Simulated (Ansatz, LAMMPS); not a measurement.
**Elastic response of glassy 40SiO2-28Al2O3-16Li2O-16SrO (mol %) (85 atoms)**

Aim: relax glassy 40SiO2-28Al2O3-16Li2O-16SrO (mol %) (85 atoms), then change its volume and shape to read moduli from the stress.

Method: Kohn-Sham DFT, PBE, PAW (set soft_2), plane waves, in Ansatz 0.2.0.

## Step 1: Set-up

The cell holds 85 atoms: 10 Si, 14 Al, 8 Li, 4 Sr and 49 O. Cell: a = 10.514 Å, b = 10.514 Å, c = 10.514 Å, α = 90.0°, β = 90.0°, γ = 90.0°. 85 atoms (10 Si, 14 Al, 8 Li, 4 Sr, 49 O) placed at random at 2.64 g/cm³, melted at 4000 K for 10 ps at fixed volume with the Morse and Coulomb pair potential with partial charges (Pedone, Malavasi, Menziani, Cormack and Segre, J. Phys. Chem. B 110, 11780 (2006)). Quenched from 4000 K to 300 K at 6 K/ps and fixed volume, held 5 ps, then minimised at fixed cell.

Limits known from the start: The quench rate of 6 K/ps is many orders above laboratory rates, so the cell is likely richer in defects and strain than a real sample. The starting topology of bonds comes from the classical model, and needn't be the one that DFT or experiment would give. The Brillouin zone is sampled at Γ only.

## Step 2: Single point at the start

A single point comes first, to see the forces before anything moves.

File input.yaml:

```yaml
crystal:
  lattice:
    - [10.5141, 0.0, 0.0]
    - [0.0, 10.5141, 0.0]
    - [0.0, 0.0, 10.5141]
  atoms:
    - { symbol: Si, position: [0.17773, 0.11614, 0.39017] }
    - { symbol: Si, position: [0.45144, 0.37669, 0.6402] }
    - { symbol: Si, position: [0.24543, 0.80134, 0.90614] }
    - { symbol: Si, position: [0.80864, 0.75402, 0.38395] }
    - { symbol: Si, position: [0.62265, 0.2044, 0.80662] }
    - { symbol: Si, position: [0.85241, 0.67346, 0.11984] }
    - { symbol: Si, position: [0.21942, 0.44546, 0.03556] }
    - { symbol: Si, position: [0.57872, 0.83172, 0.53341] }
    - { symbol: Si, position: [0.48779, 0.53928, 0.10081] }
    - { symbol: Si, position: [0.45754, 0.65804, 0.74158] }
    - { symbol: Al, position: [0.89234, 0.05492, 0.41196] }
    - { symbol: Al, position: [0.98614, 0.75971, 0.74714] }
    - { symbol: Al, position: [0.80568, 0.31112, 0.3232] }
    - { symbol: Al, position: [0.62996, 0.1918, 0.12352] }
    - { symbol: Al, position: [0.61619, 0.74334, 0.95875] }
    - { symbol: Al, position: [0.14518, 0.70819, 0.17153] }
    - { symbol: Al, position: [0.77053, 0.40408, 0.04437] }
    - { symbol: Al, position: [0.52693, 0.39595, 0.33824] }
    - { symbol: Al, position: [0.79822, 0.9975, 0.66859] }
    - { symbol: Al, position: [0.06971, 0.37626, 0.50651] }
    - { symbol: Al, position: [0.45386, 0.01166, 0.91325] }
    - { symbol: Al, position: [0.35351, 0.20086, 0.15681] }
    - { symbol: Al, position: [0.08256, 0.66942, 0.46564] }
    - { symbol: Al, position: [0.98022, 0.45433, 0.81658] }
    - { symbol: Li, position: [0.0557, 0.93299, 0.53867] }
    - { symbol: Li, position: [0.29665, 0.85021, 0.43411] }
    - { symbol: Li, position: [0.81516, 0.50702, 0.46229] }
    - { symbol: Li, position: [0.27616, 0.54888, 0.34241] }
    - { symbol: Li, position: [0.76083, 0.57751, 0.82736] }
    - { symbol: Li, position: [0.00722, 0.46558, 0.23841] }
    - { symbol: Li, position: [0.19912, 0.43843, 0.72943] }
    - { symbol: Li, position: [0.89285, 0.22924, 0.66895] }
    - { symbol: Sr, position: [0.22931, 0.10502, 0.7137] }
    - { symbol: Sr, position: [0.54312, 0.11436, 0.43191] }
    - { symbol: Sr, position: [0.46237, 0.89088, 0.18704] }
    - { symbol: Sr, position: [0.81447, 0.97208, 0.99291] }
    - { symbol: O, position: [0.17729, 0.72913, 0.33488] }
    - { symbol: O, position: [0.43739, 0.52734, 0.66776] }
    - { symbol: O, position: [0.92182, 0.65624, 0.41623] }
    - { symbol: O, position: [0.28946, 0.12252, 0.28625] }
    - { symbol: O, position: [0.038, 0.08165, 0.33777] }
    - { symbol: O, position: [0.24653, 0.77807, 0.05923] }
    - { symbol: O, position: [0.51911, 0.68556, 0.08066] }
    - { symbol: O, position: [0.68821, 0.73608, 0.47804] }
    - { symbol: O, position: [0.32979, 0.3139, 0.69765] }
    - { symbol: O, position: [0.01835, 0.36985, 0.67076] }
    - { symbol: O, position: [0.49284, 0.76614, 0.63907] }
    - { symbol: O, position: [0.93783, 0.6053, 0.77071] }
    - { symbol: O, position: [0.9425, 0.37377, 0.3928] }
    - { symbol: O, position: [0.92587, 0.06231, 0.57996] }
    - { symbol: O, position: [0.57952, 0.32221, 0.71709] }
    - { symbol: O, position: [0.84575, 0.4012, 0.89818] }
    - { symbol: O, position: [0.77674, 0.28125, 0.15999] }
    - { symbol: O, position: [0.8577, 0.89544, 0.39726] }
    - { symbol: O, position: [0.76958, 0.72262, 0.24042] }
    - { symbol: O, position: [0.68518, 0.41753, 0.36152] }
    - { symbol: O, position: [0.86548, 0.87708, 0.75518] }
    - { symbol: O, position: [0.77465, 0.72039, 0.9978] }
    - { symbol: O, position: [0.30903, 0.93816, 0.87585] }
    - { symbol: O, position: [0.10448, 0.7978, 0.85701] }
    - { symbol: O, position: [0.1272, 0.45049, 0.91197] }
    - { symbol: O, position: [0.41813, 0.09694, 0.05037] }
    - { symbol: O, position: [0.36652, 0.49539, 0.01636] }
    - { symbol: O, position: [0.98781, 0.73886, 0.13514] }
    - { symbol: O, position: [0.86644, 0.52336, 0.12362] }
    - { symbol: O, position: [0.58185, 0.64761, 0.8305] }
    - { symbol: O, position: [0.16179, 0.24786, 0.46445] }
    - { symbol: O, position: [0.5077, 0.26177, 0.22524] }
    - { symbol: O, position: [0.2174, 0.00982, 0.49291] }
    - { symbol: O, position: [0.63805, 0.21989, 0.95815] }
    - { symbol: O, position: [0.48884, 0.87981, 0.42176] }
    - { symbol: O, position: [0.61612, 0.46617, 0.06544] }
    - { symbol: O, position: [0.4704, 0.34806, 0.4889] }
    - { symbol: O, position: [0.50447, 0.1061, 0.79098] }
    - { symbol: O, position: [0.0655, 0.76294, 0.59781] }
    - { symbol: O, position: [0.44782, 0.5105, 0.24975] }
    - { symbol: O, position: [0.5699, 0.89669, 0.93655] }
    - { symbol: O, position: [0.33722, 0.70288, 0.82642] }
    - { symbol: O, position: [0.16158, 0.53843, 0.14708] }
    - { symbol: O, position: [0.24526, 0.3072, 0.09499] }
    - { symbol: O, position: [0.65697, 0.04093, 0.16878] }
    - { symbol: O, position: [0.7504, 0.133, 0.75806] }
    - { symbol: O, position: [0.66114, 0.95057, 0.58721] }
    - { symbol: O, position: [0.77676, 0.16818, 0.39792] }
    - { symbol: O, position: [0.14706, 0.51989, 0.48559] }
kpoints:
  mp_grid: { grid: [1, 1, 1] }
hamiltonian:
  xc: pbe
scf:
  occupations: { method: fixed }
output:
  forces: true
```

Run with:

```bash
$ ansatz run input.yaml --threads 4 --pin off --max-ram 8192MiB --backend cpu --events-out ev --progress --plain --runs-dir out
```

Numbers of over 12 decimals in the logs are rounded to 6 here.

The log of the run:

```text
[...]
Pseudopotentials: kind: paw
Pseudopotential: Si, paw, valence charge 4, recommended cutoff 420 eV (normal), Si.paw.azcp
Pseudopotential: Al, paw, valence charge 3, recommended cutoff 420 eV (normal), Al.paw.azcp
Pseudopotential: Li, paw, valence charge 3, recommended cutoff 420 eV (normal), Li.paw.azcp
Pseudopotential: Sr, paw, valence charge 10, recommended cutoff 420 eV (normal), Sr.paw.azcp
Pseudopotential: O, paw, valence charge 6, recommended cutoff 420 eV (normal), O.paw.azcp
[... 5 lines on functional and potentials left out ...]
Crystal: 85 atoms, lattice volume = 1162.295 Å³
Basis set: ecut = 420 eV, 22743 PW (Γ), exchange–correlation on 144×144×144 points (8 copies of the dense FFT grid, shifted against one another)
Bands: 305, of which v1, the nominal top of the filled ones, is band 220 counted from 1 (219 counted from 0)
Symmetry: 1 space group operations
Space group: P1 (ITA 1), of the structure as read, at distance tolerance 1.1e-4 Å
k-points: 1
[... 11 lines on functional and potentials left out ...]
Initial density: superposition of atomic densities (neutral atoms: chi_scale 0, normalization atom), corrected by the library's trained network
Initial wavefunctions: pseudopotential atomic-orbital guess
[...]
SCF iter   1: F=—  HF=-57611.815313 eV  |F-HF|=—  |Δ(HF+E_count)|=         —  Δρ=1.84e-3  dr2=5.33e-2  ethr=1.77e-3  ⟨swp⟩=6.0  Hψ=1061  notcnv=0  defer=83
preconditioner: auto → Resta (q_TF=auto, 2.320 Å⁻¹)  ε∞=3.1  [insulator: Δε(μ)=3.176 eV  Ē_g=15.514 eV  n_scr=250 (ndim 8)  ℏωp=22.2 eV  f_vac=0.142  ε∞_Penn≈3.1]
SCF iter   2: F=—  HF=-57611.826214 eV  |F-HF|=—  |Δ(HF+E_count)|=   1.09e-2  Δρ=1.07e-3  dr2=1.38e-2  ethr=1.21e-5  ⟨swp⟩=3.0  Hψ=465  notcnv=0  defer=83
SCF iter   3: F=—  HF=-57611.829423 eV  |F-HF|=—  |Δ(HF+E_count)|=   3.21e-3  Δρ=4.71e-4  dr2=4.50e-3  ethr=3.13e-6  ⟨swp⟩=3.0  Hψ=382  notcnv=0  defer=64
automatic band count: iteration 3 solves 286 bands in place of 305: the levels show a gap, and the empty bands left out lie too high to hold charge; the band table lists the bands solved (type scf.n_extra_bands for more)
SCF iter   4: F=—  HF=-57611.831087 eV  |F-HF|=—  |Δ(HF+E_count)|=   1.66e-3  Δρ=1.77e-4  dr2=4.14e-4  ethr=1.02e-6  ⟨swp⟩=3.0  Hψ=390  notcnv=0  defer=64
SCF iter   5: F=—  HF=-57611.831159 eV  |F-HF|=—  |Δ(HF+E_count)|=   7.23e-5  Δρ=1.11e-4  dr2=1.37e-4  ethr=9.42e-8  ⟨swp⟩=3.0  Hψ=436  notcnv=0  defer=64
SCF iter   6: F=—  HF=-57611.831173 eV  |F-HF|=—  |Δ(HF+E_count)|=   1.32e-5  Δρ=2.42e-5  dr2=9.91e-6  ethr=3.11e-8  ⟨swp⟩=3.0  Hψ=436  notcnv=0  defer=64
SCF iter   7: F=—  HF=-57611.833383 eV  |F-HF|=—  |Δ(HF+E_count)|=   2.21e-3  Δρ=1.51e-5  dr2=2.55e-6  ethr=2.25e-9  ⟨swp⟩=2.0  Hψ=506  notcnv=0  defer=64
SCF iter   8: F=—  HF=-57611.833383 eV  |F-HF|=—  |Δ(HF+E_count)|=   2.06e-7  Δρ=7.04e-6  dr2=5.60e-7  ethr=5.79e-10  ⟨swp⟩=2.0  Hψ=433  notcnv=0  defer=64
SCF iter   9: F=-57611.833383 eV  HF=-57611.833383 eV  |F-HF|=1.94e-8  |Δ(HF+E_count)|=   1.21e-8  Δρ=1.72e-6  dr2=4.74e-8  ethr=2.27e-11  ⟨swp⟩=2.0  Hψ=941  notcnv=0
SCF 1 converged in 9 iterations: F = -57611.833383 eV  dr2 = 4.74e-8
[...]
SCF converged after 9 iterations
Free energy (F): -57611.833383 eV
Harris-Foulkes:  -57611.833383 eV  (|F-HF|=1.94e-8)
Internal energy: -57611.833383 eV  (E = F + TS)
E sigma→0 (E₀):  -57611.833383 eV
Fermi energy:    3.706117 eV
--- Per-component energies (eV) ---
[...]
Σ components = -57611.833383   (vs F -57611.833383, Δ=0.00e0)
--- Forces (eV/Å), atoms counted from 1 ---
  atom   1  Si    -1.22141815     0.29290079     0.18808996
  atom   2  Si     0.85827987    -0.47305357     0.43850073
  atom   3  Si     0.42807244    -0.36736886     0.09103965
  atom   4  Si     0.75857786     0.78079785    -0.01066595
[...]
atom  85  O      0.94602861    -0.18057926    -0.18053583
  max |Σ_I F_I| component: 9.84e-5 eV/Å
```

Run time: 2.9 s. Hardware: 4 threads of AMD EPYC 9R45, shared host; peak memory 1.3 GiB.

Reading the cycles: dr2 is the Hartree energy of the density residual (eV), the measure of convergence; HF is the Harris–Foulkes estimate of the energy, which meets the free energy F at convergence.

The r.m.s. force at the start is 0.68 eV/Å.

## Step 3: Cell and atoms relaxed

Cell and atoms are freed together, to release stress as well as forces.

File input.yaml:

```yaml
crystal:
  lattice:
    - [10.5141, 0.0, 0.0]
    - [0.0, 10.5141, 0.0]
    - [0.0, 0.0, 10.5141]
  atoms:
    [... the 85 atom lines of step 2 ...]
kpoints:
  mp_grid: { grid: [1, 1, 1] }
hamiltonian:
  xc: pbe
scf:
  occupations: { method: fixed }
output:
  forces: true
relax:
  f_tol: 0.05
  max_steps: 150
  cell: {}
```

The log of the run:

```text
[...]
Crystal: 85 atoms, lattice volume = 1162.295 Å³
Basis set: ecut = 420 eV, 22743 PW (Γ), exchange–correlation on 144×144×144 points (8 copies of the dense FFT grid, shifted against one another)
Bands: 305, of which v1, the nominal top of the filled ones, is band 220 counted from 1 (219 counted from 0)
Symmetry: 1 space group operations
[...]
k-points: 1
[...]
SCF iter   1: F=—  HF=-57611.815313 eV  |F-HF|=—  |Δ(HF+E_count)|=         —  Δρ=1.84e-3  dr2=5.33e-2  ethr=1.77e-3  ⟨swp⟩=6.0  Hψ=1061  notcnv=0  defer=83
[...]
SCF iter   9: F=-57611.833383 eV  HF=-57611.833383 eV  |F-HF|=1.94e-8  |Δ(HF+E_count)|=   1.21e-8  Δρ=1.72e-6  dr2=4.74e-8  ethr=2.27e-11  ⟨swp⟩=2.0  Hψ=941  notcnv=0
SCF 1 converged in 9 iterations: F = -57611.833383 eV  dr2 = 4.74e-8
[...]
relax step   1: F+E_penalty+E_count = -57611.83338285 eV  Δ(F+E_penalty+E_count) = +0.000e0 eV  max|allowed force component| = 2.128e0 eV/Å  Δτ_max = 0.0000 Å  P = +3.794 GPa  Ω = 1162.295 Å³  (9 SCF iters, dr2 threshold 1.00e-7 eV, accepted)
[... from here on, the SCF cycles and remarks between the steps are left out ...]
relax step   2: F+E_penalty+E_count = -57613.94488053 eV  Δ(F+E_penalty+E_count) = -2.111e0 eV  max|allowed force component| = 1.403e0 eV/Å  Δτ_max = 0.1947 Å  P = +2.672 GPa  Ω = 1160.022 Å³  energy of the carried Pulay correction = +6.939e-3 eV  (8 SCF iters, dr2 threshold 8.50e-6 eV, accepted)
relax step   3: F+E_penalty+E_count = -57615.10742084 eV  Δ(F+E_penalty+E_count) = -1.163e0 eV  max|allowed force component| = 7.505e-1 eV/Å  Δτ_max = 0.1141 Å  P = +0.133 GPa  Ω = 1160.886 Å³  energy of the carried Pulay correction = +4.300e-3 eV  (8 SCF iters, dr2 threshold 8.50e-6 eV, accepted)
relax step   4: F+E_penalty+E_count = -57615.52241899 eV  Δ(F+E_penalty+E_count) = -4.150e-1 eV  max|allowed force component| = 1.190e0 eV/Å  Δτ_max = 0.2000 Å  P = -0.117 GPa  Ω = 1155.117 Å³  energy of the carried Pulay correction = +2.196e-2 eV  (7 SCF iters, dr2 threshold 8.50e-6 eV, accepted)
relax step   5: F+E_penalty+E_count = -57615.70272586 eV  Δ(F+E_penalty+E_count) = -1.803e-1 eV  max|allowed force component| = 4.993e-1 eV/Å  Δτ_max = 0.1194 Å  P = -0.124 GPa  Ω = 1149.476 Å³  energy of the carried Pulay correction = +3.932e-2 eV  (7 SCF iters, dr2 threshold 8.50e-6 eV, accepted)
relax step   6: F+E_penalty+E_count = -57615.82771418 eV  Δ(F+E_penalty+E_count) = -1.250e-1 eV  max|allowed force component| = 2.609e-1 eV/Å  Δτ_max = 0.2000 Å  P = -0.053 GPa  Ω = 1146.388 Å³  energy of the carried Pulay correction = +4.886e-2 eV  (7 SCF iters, dr2 threshold 8.50e-6 eV, accepted)
relax step   7: F+E_penalty+E_count = -57615.93085764 eV  Δ(F+E_penalty+E_count) = -1.031e-1 eV  max|allowed force component| = 1.780e-1 eV/Å  Δτ_max = 0.1951 Å  P = -0.015 GPa  Ω = 1145.095 Å³  energy of the carried Pulay correction = +5.286e-2 eV  (7 SCF iters, dr2 threshold 4.26e-6 eV, accepted)
relax step   8: F+E_penalty+E_count = -57616.01064279 eV  Δ(F+E_penalty+E_count) = -7.979e-2 eV  max|allowed force component| = 1.971e-1 eV/Å  Δτ_max = 0.1917 Å  P = +0.025 GPa  Ω = 1144.174 Å³  energy of the carried Pulay correction = +5.571e-2 eV  (7 SCF iters, dr2 threshold 1.98e-6 eV, accepted)
relax step   9: F+E_penalty+E_count = -57616.07977114 eV  Δ(F+E_penalty+E_count) = -6.913e-2 eV  max|allowed force component| = 1.580e-1 eV/Å  Δτ_max = 0.2000 Å  P = +0.026 GPa  Ω = 1142.892 Å³  energy of the carried Pulay correction = +5.968e-2 eV  (7 SCF iters, dr2 threshold 2.43e-6 eV, accepted)
relax step  10: F+E_penalty+E_count = -57616.12454001 eV  Δ(F+E_penalty+E_count) = -4.477e-2 eV  max|allowed force component| = 2.244e-1 eV/Å  Δτ_max = 0.1951 Å  P = -0.016 GPa  Ω = 1143.101 Å³  energy of the carried Pulay correction = +5.904e-2 eV  (7 SCF iters, dr2 threshold 1.56e-6 eV, accepted)
relax step  11: F+E_penalty+E_count = -57616.11816927 eV  Δ(F+E_penalty+E_count) = +6.371e-3 eV  max|allowed force component| = 3.409e-1 eV/Å  Δτ_max = 0.1947 Å  P = -0.053 GPa  Ω = 1142.917 Å³  energy of the carried Pulay correction = +5.961e-2 eV  (7 SCF iters, dr2 threshold 3.15e-6 eV, rejected (line search))
relax step  12: F+E_penalty+E_count = -57616.14741860 eV  Δ(F+E_penalty+E_count) = -2.288e-2 eV  max|allowed force component| = 2.171e-1 eV/Å  Δτ_max = 0.0973 Å  P = -0.042 GPa  Ω = 1143.917 Å³  energy of the carried Pulay correction = +5.651e-2 eV  (11 SCF iters, accepted)
relax step  13: F+E_penalty+E_count = -57616.15835333 eV  Δ(F+E_penalty+E_count) = -1.093e-2 eV  max|allowed force component| = 1.623e-1 eV/Å  Δτ_max = 0.0536 Å  P = -0.020 GPa  Ω = 1143.795 Å³  energy of the carried Pulay correction = +5.689e-2 eV  (6 SCF iters, dr2 threshold 2.94e-6 eV, accepted)
relax step  14: F+E_penalty+E_count = -57616.17685926 eV  Δ(F+E_penalty+E_count) = -1.851e-2 eV  max|allowed force component| = 1.340e-1 eV/Å  Δτ_max = 0.1500 Å  P = +0.012 GPa  Ω = 1144.722 Å³  energy of the carried Pulay correction = +5.401e-2 eV  (8 SCF iters, dr2 threshold 1.65e-6 eV, accepted)
relax step  15: F+E_penalty+E_count = -57616.18361348 eV  Δ(F+E_penalty+E_count) = -6.754e-3 eV  max|allowed force component| = 7.547e-2 eV/Å  Δτ_max = 0.0448 Å  P = -0.012 GPa  Ω = 1145.004 Å³  energy of the carried Pulay correction = +5.314e-2 eV  (7 SCF iters, dr2 threshold 1.12e-6 eV, accepted)
relax step  16: F+E_penalty+E_count = -57616.18628443 eV  Δ(F+E_penalty+E_count) = -2.671e-3 eV  max|allowed force component| = 3.996e-2 eV/Å  Δτ_max = 0.0171 Å  P = -0.019 GPa  Ω = 1145.233 Å³  energy of the carried Pulay correction = +5.243e-2 eV  (7 SCF iters, dr2 threshold 3.56e-7 eV, accepted)
relax step  17: F+E_penalty+E_count = -57616.21019294 eV  Δ(F+E_penalty+E_count) = -2.391e-2 eV  max|allowed force component| = 3.846e-2 eV/Å  Δτ_max = 0.0000 Å  P = -0.002 GPa  Ω = 1145.233 Å³  stress off target by 3.30e-1 GPa  SCF on the basis re-selected at this cell (its energy is not comparable with the rows above)  (8 SCF iters)
relax step  18: F+E_penalty+E_count = -57616.20798469 eV  Δ(F+E_penalty+E_count) = +2.208e-3 eV  max|allowed force component| = 8.690e-2 eV/Å  Δτ_max = 0.0794 Å  P = +0.072 GPa  Ω = 1146.086 Å³  energy of the carried Pulay correction = -2.907e-3 eV  (8 SCF iters, dr2 threshold 2.72e-7 eV, accepted)
relax step  19: F+E_penalty+E_count = -57616.21608463 eV  Δ(F+E_penalty+E_count) = -8.100e-3 eV  max|allowed force component| = 6.040e-2 eV/Å  Δτ_max = 0.0563 Å  P = -0.001 GPa  Ω = 1146.143 Å³  energy of the carried Pulay correction = -3.070e-3 eV  (7 SCF iters, dr2 threshold 4.72e-7 eV, accepted)
relax step  20: F+E_penalty+E_count = -57616.21401850 eV  Δ(F+E_penalty+E_count) = +2.066e-3 eV  max|allowed force component| = 4.677e-2 eV/Å  Δτ_max = 0.0526 Å  P = -0.003 GPa  Ω = 1146.655 Å³  energy of the carried Pulay correction = -4.720e-3 eV  (7 SCF iters, dr2 threshold 2.28e-7 eV, rejected (line search))
relax step  21: F+E_penalty+E_count = -57616.21622918 eV  Δ(F+E_penalty+E_count) = -1.445e-4 eV  max|allowed force component| = 4.891e-2 eV/Å  Δτ_max = 0.0246 Å  P = -0.005 GPa  Ω = 1146.460 Å³  energy of the carried Pulay correction = -4.090e-3 eV  (10 SCF iters, accepted)
relax step  22: F+E_penalty+E_count = -57616.22124721 eV  Δ(F+E_penalty+E_count) = -5.018e-3 eV  max|allowed force component| = 4.886e-2 eV/Å  Δτ_max = 0.0000 Å  P = +0.002 GPa  Ω = 1146.460 Å³  stress off target by 4.25e-2 GPa  SCF on the basis re-selected at this cell (its energy is not comparable with the rows above)  (6 SCF iters)
[...]
SCF converged after 6 iterations
Free energy (F): -57616.221247 eV
[...]
Internal energy: -57616.221247 eV  (E = F + TS)
E sigma→0 (E₀):  -57616.221247 eV
Fermi energy:    3.624155 eV
[...]
Σ components = -57616.221247   (vs F -57616.221247, Δ=0.00e0)
--- Forces (eV/Å), atoms counted from 1 ---
  atom   1  Si    -0.01700336    -0.01008100    -0.00306593
  atom   2  Si     0.01564963     0.01308964    -0.01109904
  atom   3  Si     0.00580590     0.00799945     0.01455156
  atom   4  Si     0.00757099     0.02174144     0.01799486
[...]
atom  85  O     -0.00240245    -0.00042581    -0.00029999
  max |Σ_I F_I| component: 4.33e-5 eV/Å
--- Stress (GPa, compression-positive) ---
        0.000138       0.022152       0.014766
        0.022149       0.030597      -0.003524
        0.014766      -0.003524      -0.023699
  P = ⅓ Tr σ = 0.0023 GPa (0.023 kbar)
--- Relaxed structure (20 steps of the walk, 18 accepted, 2 SCFs on fresh bases) ---
  F+E_penalty+E_count = -57616.22124721 eV   max|allowed force component| = 4.886e-2 eV/Å   (the final SCF, on the basis selected at the relaxed cell)
  cell:  # Å, volume = 1146.4601 Å³
    - [10.244945, 0.314540, 0.062554]
    - [0.314540, 10.844873, -0.084969]
    - [0.062554, -0.084969, 10.328973]
  atoms:
    - { symbol: Si, position: [0.190872, 0.107403, 0.408024] }
    - { symbol: Si, position: [0.459084, 0.382332, 0.633401] }
    - { symbol: Si, position: [0.242659, 0.801474, 0.894986] }
    - { symbol: Si, position: [0.808414, 0.763534, 0.372083] }
[...]
- { symbol: O, position: [0.144868, 0.516444, 0.469467] }
```

Run time: 66 s. Hardware: 4 threads; peak memory 1.3 GiB.

The relaxation converged after 20 steps, with a largest force component of 0.049 eV/Å.

(Part 1 of 3 ends here.)

[Logs are printed without paths, hosts, clocks, repeated set-up lines and the standing remarks that a program may print on its own settings, such as how far it seeks lower states.]

[Hosts, paths, dates, database ids (printed as entryN), source tags and the programs' standing remarks are cut or masked in the printed files.]
